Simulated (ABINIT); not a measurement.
# Quasiparticle gap of CsSnI3 (Pm-3m) in ABINIT, part 2 of 2

How does a plane-wave GW calculation on CsSnI3 (Pm-3m) run from the first input to the gap?

ABINIT 10.8.3; PBE and many-body steps on it, plane waves. Known limits of the many-body steps: not at the basis limit; screening runs away on this mesh; no spin-orbit coupling; coarse k mesh.

So far. Step 2 (Ground state): The gap is direct, at (0.500, 0.500, 0.500). Step 3 (Empty states on the mesh, 2×2×2 mesh, 389 bands): On this mesh the gap is 0.481 eV.

## 4. Screening, 2×2×2 mesh, 355 bands, screening to 130.6 eV

The RPA dielectric matrix is built and inverted for each q.

This step: RPA screening on PBE, plane waves, norm-conserving pseudopotentials.

run.abi reads:

```
acell 3*1.0 Angstrom
rprim 
  6.286228000000 0.000000000000 0.000000000000
  0.000000000000 6.286228000000 0.000000000000
  0.000000000000 0.000000000000 6.286228000000
ntypat 3
znucl 55 50 53
natom 5
typat 1 2 3 3 3
xred 
  0.500000000000 0.500000000000 0.500000000000
  0.000000000000 0.000000000000 0.000000000000
  0.500000000000 0.000000000000 0.000000000000
  0.000000000000 0.000000000000 0.500000000000
  0.000000000000 0.500000000000 0.000000000000
pp_dirpath "pseudos"
pseudos "Cs.upf, Sn.upf, I.upf"
ecut 38
ngkpt 2 2 2
nshiftk 1
shiftk 0 0 0
kptopt 1
chksymbreak 0
istwfk *1
occopt 1
irdwfk 1
optdriver 3
nband 355
ecuteps 4.8
inclvkb 2
awtr 1
symchi 1
indata_prefix "in"
outdata_prefix "out"
tmpdata_prefix "tmp"
```

On the command line:

```
$ OMP_NUM_THREADS=1 mpirun -n 4 abinit run.abi > log
```

Numbers of over 12 decimals in the logs are rounded to 6 here.

Log:

```text
.Version 10.8.3 of ABINIT. v10.8.2 released Aug 2026.

 Symmetries : space group Pm -3 m (#221); Bravais cP (primitive cubic)
[... echo of the input left out ...]
== DATASET  1 ==================================================================
-   mpi_nproc: 4, omp_nthreads: 1 (-1 if OMP is not activated)

--- !DatasetInfo
iteration_state: {dtset: 1, }
dimensions: {natom: 5, nkpt: 4, mband: 355, nsppol: 1, nspinor: 1, nspden: 1, mpw: 18805, }
cutoff_energies: {ecut:  38.0, pawecutdg:  -1.0, }
electrons: {nelect:   1.06000000E+02, charge:   0.00000000E+00, occopt:   1.00000000E+00, tsmear:   1.00000000E-02, }

 SCREENING: Calculation of the susceptibility and dielectric matrices

 Based on a program developped by R.W. Godby, V. Olevano, G. Onida, and L. Reining.
 Incorporated in ABINIT by V. Olevano, G.-M. Rignanese, and M. Torrent.
.Using double precision arithmetic ; gwpc =  8

[... cell and pseudopotentials left out ...]
--------------------------------------------------------------------------------

 ==== K-mesh for the wavefunctions ====
 Number of points in the irreducible wedge :     4
[... list of points left out ...]
 Together with 48 symmetry operations and time-reversal symmetry
 yields     8 points in the full Brillouin Zone.

 ==== Q-mesh for the screening function ====
 Number of points in the irreducible wedge :     4
[... list of points left out ...]
 Together with 48 symmetry operations and time-reversal symmetry
 yields     8 points in the full Brillouin Zone.

 setmesh: FFT mesh size selected  =    45x   45x   45
          total number of points  =        91125

 vcoul_init : cutoff-mode = AUXILIARY_FUNCTION
 q-points for optical limit:   1
     1)      0.000010    0.000020    0.000030

- screening: taking advantage of time-reversal symmetry
- Maximum band index for partially occupied states nbvw = 53
- Remaining bands to be divided among processors   nbcw = 302
- Number of bands treated by each node ~75

 Number of electrons calculated from density =  106.0000; Expected =  106.0000
 average of density, n =  0.063232
 r_s =    1.5571
 omega_plasma =   24.2563 [eV]

 calculating chi0 at frequencies [eV] :
  1    0.000000E+00    0.000000E+00
  2    0.000000E+00    2.425633E+01

--------------------------------------------------------------------------------
  q-point number  1        q = ( 0.000000, 0.000000, 0.000000) [r.l.u.]
--------------------------------------------------------------------------------
[... chi0 elements left out ...]
 For q-point:  0.000010 0.000020 0.000030
  dielectric constant = 108.7827
  dielectric constant without local fields = 133.7275

  Average fulfillment of the sum rule on Im[epsilon] for q-point    1 :     63.60  [%]
[... wings left out ...]
  q-point number  2        q = ( 0.500000, 0.000000, 0.000000) [r.l.u.]
--------------------------------------------------------------------------------
[... chi0 elements left out ...]
  Average fulfillment of the sum rule on Im[epsilon] for q-point    2 :     67.67  [%]

 [... 2 further q-points ...]
```

Run time: 16 min. Hardware: 4 MPI ranks of Intel Xeon Platinum 8259CL at 2.50GHz (Skylake/Cascade Lake), shared host; peak memory 4.8 GiB.

Numbers from this step:

- ε∞ with local fields, on this mesh, along the program's q direction: 108.8
- the same without local fields: 133.7
- plasma frequency: 24.26 eV
- plane waves in the screening matrix: 847

Local fields lower ε∞ by 19 %. The value itself is an artefact of the mesh, where one narrow direct gap carries too much weight.

## 5. Self-energy, 2×2×2 mesh, 355 bands, screening to 130.6 eV

The self-energy is evaluated for the states that the input lists, and the levels follow from it, in one-shot runs by the linearised quasiparticle equation.

This step: G0W0 on PBE, plane waves, norm-conserving pseudopotentials.

Changes to run.abi since step 4:

```diff
@@ -26,8 +26,17 @@
 irdwfk 1
-optdriver 3
+optdriver 4
 nband 355
+gwcalctyp 0
+ecutsigx 38
+symsigma 1
+nkptgw 2
+kptgw 
+  0.5000000000 0.5000000000 0.5000000000
+  0.0000000000 0.0000000000 0.0000000000
+bdgw 
+  50 56
+  51 56
 ecuteps 4.8
-inclvkb 2
-awtr 1
-symchi 1
+irdscr 1
+ppmodel 1
 indata_prefix "in"
```

Log:

```text
.Version 10.8.3 of ABINIT. v10.8.2 released Aug 2026.

 Symmetries : space group Pm -3 m (#221); Bravais cP (primitive cubic)
[... echo of the input left out ...]
== DATASET  1 ==================================================================
-   mpi_nproc: 4, omp_nthreads: 1 (-1 if OMP is not activated)

--- !DatasetInfo
iteration_state: {dtset: 1, }
dimensions: {natom: 5, nkpt: 4, mband: 355, nsppol: 1, nspinor: 1, nspden: 1, mpw: 18805, }
cutoff_energies: {ecut:  38.0, pawecutdg:  -1.0, }
electrons: {nelect:   1.06000000E+02, charge:   0.00000000E+00, occopt:   1.00000000E+00, tsmear:   1.00000000E-02, }

 SIGMA: Calculation of the GW corrections

 Based on a program developped by R.W. Godby, V. Olevano, G. Onida, and L. Reining.
 Incorporated in ABINIT by V. Olevano, G.-M. Rignanese, and M. Torrent.
.Using double precision arithmetic ; gwpc =  8

[... cell and pseudopotentials left out ...]
--------------------------------------------------------------------------------

 ==== K-mesh for the wavefunctions ====
 Number of points in the irreducible wedge :     4
[... list of points left out ...]
 Together with 48 symmetry operations and time-reversal symmetry
 yields     8 points in the full Brillouin Zone.

 ==== Q-mesh for screening function ====
 Number of points in the irreducible wedge :     4
[... list of points left out ...]
 Together with 48 symmetry operations and time-reversal symmetry
 yields     8 points in the full Brillouin Zone.

 vcoul_init : cutoff-mode = AUXILIARY_FUNCTION
 q-points for optical limit:   1
     1)      0.000010    0.000020    0.000030
 setmesh: FFT mesh size selected  =    72x   72x   72
          total number of points  =       373248

 Number of electrons calculated from density =  106.0000; Expected =  106.0000
 average of density, n =  0.063232
 r_s =    1.5571
 omega_plasma =   24.2563 [eV]

 === KS Band Gaps ===
  >>>> For spin  1
   Minimum direct gap =   0.4813 [eV], located at k-point      :   0.5000  0.5000  0.5000
   Fundamental gap    =   0.4813 [eV], Top of valence bands at :   0.5000  0.5000  0.5000
                                       Bottom of conduction at :   0.5000  0.5000  0.5000
 SIGMA fundamental parameters:
 PLASMON POLE MODEL  1
 number of plane-waves for SigmaX                18805
 number of plane-waves for SigmaC and W            847
 number of plane-waves for wavefunctions         18805
 number of bands                                   355
 number of independent spin polarizations            1
 number of spinorial components                      1
 number of k-points in IBZ                           4
 number of q-points in IBZ                           4
 number of symmetry operations                      48
 number of k-points in BZ                            8
 number of q-points in BZ                            8
 number of frequencies for dSigma/dE                 9
 frequency step for dSigma/dE [eV]                0.25
 number of omega for Sigma on real axis              0
 max omega for Sigma on real axis  [eV]           0.00
 zcut for avoiding poles [eV]                     0.10

 EPSILON^-1 parameters (SCR file):
 dimension of the eps^-1 matrix on file            847
 dimension of the eps^-1 matrix used               847
 number of plane-waves for wavefunctions         18805
 number of bands                                   355
 number of q-points in IBZ                           4
 number of frequencies                               2
 number of real frequencies                          1
 number of imag frequencies                          1

 matrix elements of self-energy operator (all in [eV])

 Perturbative Calculation

--- !SelfEnergy_ee
iteration_state: {dtset: 1, }
kpoint     : [   0.500,    0.500,    0.500, ]
spin       : 1
KS_gap     :    0.481
QP_gap     :    0.965
Delta_QP_KS:    0.484
data: !SigmaeeData |
     Band     E0 <VxcDFT>   SigX SigC(E0)      Z dSigC/dE  Sig(E)    E-E0       E
       50   1.957 -13.386 -16.194   2.098   0.780  -0.281 -13.940  -0.554   1.402
       51   1.957 -13.386 -16.194   2.098   0.780  -0.281 -13.940  -0.554   1.402
       52   1.957 -13.386 -16.194   2.098   0.780  -0.281 -13.940  -0.554   1.402
       53   3.493 -14.211 -15.453   1.040   0.788  -0.269 -14.371  -0.159   3.333
       54   3.974 -10.553  -6.743  -3.401   0.793  -0.261 -10.228   0.325   4.299
       55   3.974 -10.553  -6.743  -3.401   0.793  -0.261 -10.228   0.325   4.299
       56   3.974 -10.553  -6.743  -3.401   0.793  -0.261 -10.228   0.325   4.299

--- !SelfEnergy_ee
iteration_state: {dtset: 1, }
kpoint     : [   0.000,    0.000,    0.000, ]
spin       : 1
KS_gap     :    4.316
QP_gap     :    4.880
Delta_QP_KS:    0.564
data: !SigmaeeData |
     Band     E0 <VxcDFT>   SigX SigC(E0)      Z dSigC/dE  Sig(E)    E-E0       E
       51   1.542 -12.998 -15.828   2.099   0.779  -0.284 -13.567  -0.570   0.972
       52   1.542 -12.998 -15.828   2.099   0.779  -0.284 -13.567  -0.570   0.972
       53   1.542 -12.998 -15.828   2.099   0.779  -0.284 -13.567  -0.570   0.972
       54   5.859  -6.224  -2.837  -3.395   0.830  -0.205  -6.231  -0.006   5.852
       55   6.866  -6.273  -2.799  -3.351   0.830  -0.205  -6.171   0.102   6.968
       56   6.866  -6.273  -2.799  -3.351   0.830  -0.205  -6.171   0.102   6.968

== END DATASET(S) ==============================================================
================================================================================

 -outvars: echo values of variables after computation  --------
           etotal      0.0000000000E+00
            nband         355
             nkpt           4
          spgroup         221
 [... the other variables as echoed above ...]

 Calculation completed.
```

Run time: 3.8 min. Hardware: 4 MPI ranks; peak memory 4 GiB; 15 min of CPU time.

Numbers from this step:

| Item | Value |
| --- | --- |
| G0W0 gap on the points computed | 0.9660 eV |
| starting gap on the mesh | 0.4814 eV |
| k of the valence top | 0.5, 0.5, 0.5 |
| k of the conduction bottom | 0.5, 0.5, 0.5 |
| Z at the valence top | 0.788 |
| Z at the conduction bottom | 0.793 |
| least direct G0W0 gap on the computed points | 0.9660 eV |

The gap on the mesh goes from 0.48 eV to 0.97 eV, a correction of +0.48 eV.

Limits: finite bands, cutoff and mesh; no spin-orbit coupling; coarse k mesh. v1 is the top filled band, c1 the lowest empty one. Levels before and after the correction, in eV, zero at the valence-band top of each column:

```
           conduction bottom  valence top
Kohn-Sham               0.48         0.00
     G0W0               0.97         0.00
```

```
                         level  energy (eV)
Kohn-Sham  (0.5 0.5 0.5) v4-v2       -1.536
Kohn-Sham     (0.5 0.5 0.5) v1        0.000
Kohn-Sham  (0.5 0.5 0.5) c1-c3        0.481
     G0W0  (0.5 0.5 0.5) v4-v2       -1.931
     G0W0     (0.5 0.5 0.5) v1        0.000
     G0W0  (0.5 0.5 0.5) c1-c3        0.966
```

## 6. Where the time went

Times are wall times on 4 MPI ranks of Intel Xeon Platinum 8259CL at 2.50GHz (Skylake/Cascade Lake), shared host, good to a factor of about two.

```
                    step     time  share  memory (GiB)
            ground state   10 min   20 %          0.83
empty states on the mesh   20 min   41 %           1.1
               screening   16 min   32 %           4.8
             self-energy  3.8 min    7 %           4.0
```

## 7. Results

* PBE gap: 0.48 eV, direct
* G0W0 gap on the mesh: 0.97 eV
* GW settings: 2×2×2 mesh, 355 bands, screening to 130.6 eV, Godby-Needs plasmon pole
* known limits: not at the basis limit; screening runs away on this mesh; no spin-orbit coupling; coarse k mesh

What this shows: G0W0 moves the gap on the mesh from 0.48 eV to 0.97 eV (+0.48 eV), with Z of 0.79 and 0.79 at the edges. Local fields lower the RPA ε∞ on this mesh from 133.73 to 108.78; a Γ-centred mesh this coarse tends to raise both, most where the direct gap is narrow, while a short band sum lowers them. Only 2 of the mesh's irreducible points were corrected, so a valley elsewhere could overtake. Bands and cutoff are finite, so the gap is not at the basis limit. The miss can reach some tenths of an eV and take either sign; the mesh is an error of its own. In the G0W0 run levels were corrected at 2 k points alone, so a gap called «on the mesh» is the least over those, and an edge elsewhere would be missed. The 2×2×2 mesh is coarse for this cell, which bears on the long-range parts of exchange and screening. This is the ideal cubic cell; many perovskites, halides above all, are cubic only on average, and local tilts or off-centring can widen the gap. On this mesh the RPA ε∞ passes 90, more than nearly any semiconductor shows; a coarse mesh does this where one point with a narrow direct gap carries much weight. The screening is then too strong, and the G0W0 gap should not be taken as the material's. The many-body steps are scalar-relativistic: spin-orbit coupling is not in them.

[Paths, hosts, dates, memory and timing lines, banners, echoed tables and standing remarks are left out of the program output.]

[Logs are printed without paths, hosts, clocks, repeated set-up lines and the standing remarks that a program may print on its own settings, such as how far it seeks lower states.]

[Runs of the session that timed out or met a known fault of the program may be left out.]

[Hosts, paths, dates, database ids (printed as entryN), source tags and the programs' standing remarks are cut or masked in the printed files.]

[G0W0 gaps are taken among the corrected bands and points alone; a level outside them can change the order at an edge.]

[Where Ansatz stands beside ABINIT at settings called matched, ABINIT's density can come from a denser mesh and the files from another edition; pairs whose starting gaps differed by over 0.03 eV were left out, so agreement reads better than it is.]
